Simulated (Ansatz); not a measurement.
# Resistivity from frozen vibrations: Pt(111) with 4 thermally displaced layers, 2x2, part 2 of 2

How much do lattice vibrations at 500 K scatter the electrons of Pt? Layers with random displacements are laid between perfect leads, and the resistance is followed against their length. The measured value for the pure metal at this temperature is 18.3 µΩ cm (CRC Handbook of Chemistry and Physics, 84th ed., 2003, Electrical Resistivity of Pure Metals).

Ansatz 0.2.0; Ansatz plane-wave DFT, PBE, PAW files; ballistic transport by layer matching (Landauer), zero bias; PAW set soft_1.

So far, open channels per spin nearest the Fermi level: step 2 (with 4 displaced layers) 6.89.

### Step 4. With 12 displaced layers

Each atom of 12 layers is moved at random, by amounts drawn from a normal law 0.0807 Å wide in each direction from the Debye model (240 K) at 500 K. A fresh draw is used; the growth of the resistance with length is what counts.

System of this step: Pt(111) with 12 thermally displaced layers, 2x2. The cell holds 72 atoms: 72 Pt. Cell: a = 5.546 Å, b = 5.546 Å, c = 40.757 Å, α = 90.0°, β = 90.0°, γ = 120.0°. It derives from Pt. Regions: lead, 24 atoms (24 Pt); scattering region, 48 atoms (48 Pt). The structure is stacked along c, and the current runs across the ab planes.

input.yaml reads:

```yaml
crystal:
  lattice:
    - [5.5462627489, 0.0, 0.0]
    - [-2.7731313745, 4.8032044366, 0.0]
    - [0.0, 0.0, 40.7565411427]
  atoms:
    - { symbol: Pt, position: [0.0, 0.0, 0.0277777778] }
    - { symbol: Pt, position: [0.0, 0.5, 0.0277777778] }
    - { symbol: Pt, position: [0.5, 0.0, 0.0277777778] }
    - { symbol: Pt, position: [0.5, 0.5, 0.0277777778] }
    - { symbol: Pt, position: [0.1666666667, 0.3333333333, 0.0833333333] }
    - { symbol: Pt, position: [0.1666666667, 0.8333333333, 0.0833333333] }
    - { symbol: Pt, position: [0.6666666667, 0.3333333333, 0.0833333333] }
    - { symbol: Pt, position: [0.6666666667, 0.8333333333, 0.0833333333] }
    - { symbol: Pt, position: [0.3333333333, 0.1666666667, 0.1388888889] }
    - { symbol: Pt, position: [0.3333333333, 0.6666666667, 0.1388888889] }
    - { symbol: Pt, position: [0.8333333333, 0.1666666667, 0.1388888889] }
    - { symbol: Pt, position: [0.8333333333, 0.6666666667, 0.1388888889] }
    - { symbol: Pt, position: [0.9912540212, 0.9984442141, 0.1949428112] }
    - { symbol: Pt, position: [0.9789019785, 0.467669123, 0.1943012739] }
    - { symbol: Pt, position: [0.512393187, 0.0182265214, 0.195589017] }
    - { symbol: Pt, position: [0.4845507522, 0.4878356608, 0.1984268263] }
    - { symbol: Pt, position: [0.1930698788, 0.3641139036, 0.2542177816] }
    - { symbol: Pt, position: [0.1579969567, 0.8398084622, 0.2509074894] }
    - { symbol: Pt, position: [0.6793656786, 0.3424409542, 0.2504002088] }
    - { symbol: Pt, position: [0.6565750538, 0.8080811769, 0.2496723906] }
    - { symbol: Pt, position: [0.3235112273, 0.1687857858, 0.3046294887] }
    - { symbol: Pt, position: [0.3492189578, 0.6804326758, 0.3061669812] }
    - { symbol: Pt, position: [0.8387162528, 0.1682287993, 0.3046686042] }
    - { symbol: Pt, position: [0.8267739017, 0.6583364621, 0.30632404] }
    - { symbol: Pt, position: [0.0050902328, 0.0097696219, 0.3584794631] }
    - { symbol: Pt, position: [0.0065124682, 0.4871815471, 0.3596567215] }
    - { symbol: Pt, position: [0.4923918664, 0.9905313302, 0.3616877415] }
    - { symbol: Pt, position: [0.4826557585, 0.4820255471, 0.3594358331] }
    - { symbol: Pt, position: [0.1861346104, 0.3340771725, 0.4143541444] }
    - { symbol: Pt, position: [0.1537133912, 0.8071829148, 0.4202112535] }
    - { symbol: Pt, position: [0.6485009039, 0.3413796153, 0.4177434237] }
    - { symbol: Pt, position: [0.6480850235, 0.8383800088, 0.418641761] }
    - { symbol: Pt, position: [0.3423323487, 0.1710535046, 0.4741020939] }
    - { symbol: Pt, position: [0.3385024217, 0.6723208859, 0.4719712452] }
    - { symbol: Pt, position: [0.8346185082, 0.1508450489, 0.4737904643] }
    - { symbol: Pt, position: [0.8168134534, 0.6483363168, 0.4729456693] }
    - { symbol: Pt, position: [0.0327224535, 0.0161626953, 0.5267564324] }
    - { symbol: Pt, position: [0.0063434235, 0.4923662162, 0.527532133] }
    - { symbol: Pt, position: [0.4818306289, 0.9610550687, 0.5281573083] }
    - { symbol: Pt, position: [0.4791534487, 0.4882789886, 0.524857459] }
    - { symbol: Pt, position: [0.1366664289, 0.3174801146, 0.5849685903] }
    - { symbol: Pt, position: [0.1907042261, 0.8329097172, 0.5854958389] }
    - { symbol: Pt, position: [0.6467573723, 0.3011992642, 0.5836302725] }
    - { symbol: Pt, position: [0.6695512856, 0.8261296776, 0.5839319476] }
    - { symbol: Pt, position: [0.3344113941, 0.1521555826, 0.6359637299] }
    - { symbol: Pt, position: [0.328339339, 0.6631194227, 0.6381903704] }
    - { symbol: Pt, position: [0.8622035688, 0.1956682239, 0.6380636379] }
    - { symbol: Pt, position: [0.8514126881, 0.6824806704, 0.6403014347] }
    - { symbol: Pt, position: [0.0119752831, 0.9934580699, 0.6959097757] }
    - { symbol: Pt, position: [0.0362200067, 0.5135070145, 0.6932166237] }
    - { symbol: Pt, position: [0.5194535664, 0.0212165231, 0.695175294] }
    - { symbol: Pt, position: [0.5047667498, 0.5259341856, 0.6919690362] }
    - { symbol: Pt, position: [0.1738581297, 0.3330614743, 0.7476357114] }
    - { symbol: Pt, position: [0.1873392878, 0.8391801968, 0.7476889279] }
    - { symbol: Pt, position: [0.6717979694, 0.3260795284, 0.746231155] }
    - { symbol: Pt, position: [0.6588543195, 0.8377627794, 0.751259134] }
    - { symbol: Pt, position: [0.3361226828, 0.1674257442, 0.8064864627] }
    - { symbol: Pt, position: [0.340152956, 0.6864474607, 0.8058499694] }
    - { symbol: Pt, position: [0.842155925, 0.1757557457, 0.8034616258] }
    - { symbol: Pt, position: [0.8358557098, 0.6923571295, 0.8062197] }
    - { symbol: Pt, position: [0.0, 0.0, 0.8611111111] }
    - { symbol: Pt, position: [0.0, 0.5, 0.8611111111] }
    - { symbol: Pt, position: [0.5, 0.0, 0.8611111111] }
    - { symbol: Pt, position: [0.5, 0.5, 0.8611111111] }
    - { symbol: Pt, position: [0.1666666667, 0.3333333333, 0.9166666667] }
    - { symbol: Pt, position: [0.1666666667, 0.8333333333, 0.9166666667] }
    - { symbol: Pt, position: [0.6666666667, 0.3333333333, 0.9166666667] }
    - { symbol: Pt, position: [0.6666666667, 0.8333333333, 0.9166666667] }
    - { symbol: Pt, position: [0.3333333333, 0.1666666667, 0.9722222222] }
    - { symbol: Pt, position: [0.3333333333, 0.6666666667, 0.9722222222] }
    - { symbol: Pt, position: [0.8333333333, 0.1666666667, 0.9722222222] }
    - { symbol: Pt, position: [0.8333333333, 0.6666666667, 0.9722222222] }
kpoints:
  mp_grid: { grid: [5, 5, 1] }
hamiltonian:
  xc: pbe
  pseudopotentials: { kind: paw, azcp: { folder: soft_1 } }
scf:
  occupations: { method: fermi_dirac, width: 0.1 }
output:
  transmission:
    leads: [[0, 4]]
    kmesh: [10, 10]
    e_range: [-0.05, 0.05]
    de: 0.05
  write_potential: true
  write_density: true
  volumetric_format: npy
```

Started as:

```sh
> ansatz run input.yaml --threads 8 --pin off --max-ram 15360MiB --backend cpu --events-out ev --progress --plain --runs-dir out
```

Numbers of over 12 decimals in the logs are rounded to 6 here.

Log:

```text
[...]
Crystal: 72 atoms, lattice volume = 1085.747 Å³
Basis set: ecut = 420 eV, 21305 PW (Γ)
Bands: 778, of which v1, the nominal top of the filled ones, is band 648 counted from 1 (647 counted from 0)
Symmetry: 1 space group operations
[...]
k-points: 13 of 25 (time reversal used)
[...]
SCF iter   1: F=—  HF=-901797.336625 eV  |F-HF|=—  |Δ(HF+E_count)|=         —  Δρ=8.55e-2  dr2=8.27e1  ethr=3.10e-3  ⟨swp⟩=4.3  Hψ=29616  notcnv=0  defer=464
[...]
SCF iter   9: F=-901773.865208 eV  HF=-901773.865208 eV  |F-HF|=7.93e-8  |Δ(HF+E_count)|=   8.22e-8  Δρ=1.75e-6  dr2=9.50e-8  ethr=7.72e-12  ⟨swp⟩=8.2  Hψ=32269  notcnv=0
SCF 1 converged in 9 iterations: F = -901773.865208 eV  dr2 = 9.50e-8
[...]
transmission: 390 of 3900 steps passed
transmission: 786 of 3900 steps passed
[...]
transmission: 3900 of 3900 steps passed
SCF converged after 9 iterations
Free energy (F): -901773.865208 eV
[...]
Internal energy: -901769.837281 eV  (E = F + TS)
E sigma→0 (E₀):  -901771.851244 eV
Entropy (-TS):   -4.027927 eV (-55.943 meV/atom)
Fermi energy:    23.441213 eV
[...]
--- Band table (eV; the first three rows and the last of 13) ---
  k-point 0: bands = [... 644 lower, 23.6149, 23.6334, 23.6354, 23.6411, 23.6529, 23.6611, 23.6837, 23.6930, ... 126 higher]
  k-point 1: bands = [... 644 lower, 23.4286, 23.4403, 23.4487, 23.4581, 23.4664, 23.4918, 23.5015, 23.5395, ... 126 higher]
  k-point 2: bands = [... 644 lower, 23.4211, 23.4453, 23.4852, 23.5069, 23.5117, 23.5198, 23.5256, 23.5311, ... 126 higher]
  k-point 12: bands = [... 644 lower, 23.3633, 23.3736, 23.4041, 23.4215, 23.4351, 23.4448, 23.4502, 23.4631, ... 126 higher]
--- Transmission ---
  basis      : 241 plane waves across, 75 finite elements along
  points     : 52, standing for a mesh of 10 x 10
[...]
channels       : 6.890000e0 a spin
[...]
junction   : crystal 0 to crystal 0, 0.70 to 39.19 Å
    transmission   : 3.906088e0 a spin
[...]
```

It took 15 min on 8 threads of Intel Xeon at 2.70GHz, shared host; peak memory 8.6 GiB.

This step gave:

| Item | Value |
| --- | --- |
| free energy | -901773.8652 eV |
| energy at zero smearing | -901771.8512 eV |
| transmission per spin nearest the Fermi level | 3.906 |
| step of the lead's potential | 6.3 meV |

Per spin. The transmission, zone mean by energy, zero at the Fermi level:

```tsv
energy (eV)	transmission, zone mean
-0.0500	4.03
0.0000	3.91
0.0500	3.83
```

Over the solved energies the transmission per spin lies between 3.83 and 4.03, out of 6.71 channels of the lead on average (up to 7.04).

### Step 5. The fit

This step: Ansatz plane-wave DFT, PBE, PAW files; ballistic transport by layer matching (Landauer), zero bias; resistivity from the slope of the area resistance; PAW set soft_1 (Ansatz 0.2.0).

Numbers from this step:

```yaml
resistivity: 13.79 µΩ cm
intercept: 0.005895 fΩ m²
scatter_about_the_fit: 0.02280 fΩ m²
```

Resistance, by row:

```tsv
run	length (Å)	T	channels N	RA (fΩ m²)
n4	9.057	5.511	6.753	0.1147
n8	18.11	4.313	6.753	0.288
n12	27.17	3.922	6.713	0.3646
```

Area resistance against length of the displaced region:

```tsv
length of the displaced region (Å)	area resistance (fΩ m²)
9.06	0.115
18.11	0.288
27.17	0.365
```

The area resistance goes from 0.11 to 0.36 fΩ m² between 9.1 and 27.2 Å, a slope of 14 µΩ cm.

By hand from the end points: (0.3646 − 0.1147) fΩ m² / (27.17 − 9.06) Å = 14 µΩ cm, since 1 fΩ m² per Å is 1000 µΩ cm.

### Step 6. Results

```
resistivity from the slope  : 13.8 µΩ cm
area resistance over 9.06 Å : 0.115 fΩ m²
area resistance over 18.1 Å : 0.288 fΩ m²
area resistance over 27.2 Å : 0.365 fΩ m²
```

What this shows: The slope gives 14 µΩ cm. The points scatter by 0.023 fΩ m² about the line, with one random draw a length in a 2x2 cell, so the slope is a rough value. The mean square of the displacements drawn is 0.75, 0.94 and 0.81 of the nominal one at the three lengths; with each resistance scaled back by that, the slope is 16 µΩ cm, the value used below. Read with a model of isotropic scattering on a spherical Fermi surface and the lead's 2.0×10¹⁵ S/m², this slope means a mean free path near 24 Å; over these lengths the model's slope is 1.03 times its bulk resistivity, which would be 16 µΩ cm. Uncorrelated displacements put too much weight on short waves, which scatter strongly; with the sideways repeat of a small cell, one draw and three short lengths, the method is good to a factor of two or three. The measured value is 18.3 µΩ cm (CRC Handbook of Chemistry and Physics, 84th ed., 2003, Electrical Resistivity of Pure Metals); the scaled slope is 0.90 times that and the corrected value 0.87: fair for so small a cell. Spin-orbit coupling is left out, which matters for Pt.

[Logs are printed without paths, hosts, clocks, repeated set-up lines and the standing remarks that a program may print on its own settings, such as how far it seeks lower states.]

[Hosts, paths, dates, database ids (printed as entryN), source tags and the programs' standing remarks are cut or masked in the printed files.]
